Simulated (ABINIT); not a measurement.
Planning a run of ABINIT 10.8.3 on KBr (Fm-3m). The input:

```
acell 3*1.0 Angstrom
rprim 
  0.000000000000 3.300000000000 3.300000000000
  3.300000000000 0.000000000000 3.300000000000
  3.300000000000 3.300000000000 0.000000000000
ntypat 2
znucl 19 35
natom 2
typat 1 2
xred 
  0.000000000000 0.000000000000 0.000000000000
  0.500000000000 0.500000000000 0.500000000000
pp_dirpath "pseudos"
pseudos "K.upf, Br.upf"
ecut 33
nspinor 2
ngkpt 4 4 4
nshiftk 1
shiftk 0 0 0
kptopt 1
chksymbreak 0
istwfk *1
occopt 1
irdwfk 1
optdriver 3
nband 144
ecuteps 4.4
inclvkb 0
awtr 1
symchi 1
indata_prefix "in"
outdata_prefix "out"
tmpdata_prefix "tmp"
```

```sh
OMP_NUM_THREADS=1 mpirun -n 8 abinit run.abi > log
```

Question: Estimate wall time and host memory on 8 MPI ranks of Arm Neoverse V1, shared host.

It took 68 s; on shared hardware allow 34 s to 2.3 min. Peak host memory was 3.0 GiB.

[Paths, hosts, dates, memory and timing lines, banners, echoed tables and standing remarks are left out of the program output.]

[Logs are printed without paths, hosts, clocks, repeated set-up lines and the standing remarks that a program may print on its own settings, such as how far it seeks lower states.]

[Runs of the session that timed out or met a known fault of the program may be left out.]

[Hosts, paths, dates, database ids (printed as entryN), source tags and the programs' standing remarks are cut or masked in the printed files.]

[G0W0 gaps are taken among the corrected bands and points alone; a level outside them can change the order at an edge.]

[Where Ansatz stands beside ABINIT at settings called matched, ABINIT's density can come from a denser mesh and the files from another edition; pairs whose starting gaps differed by over 0.03 eV were left out, so agreement reads better than it is.]
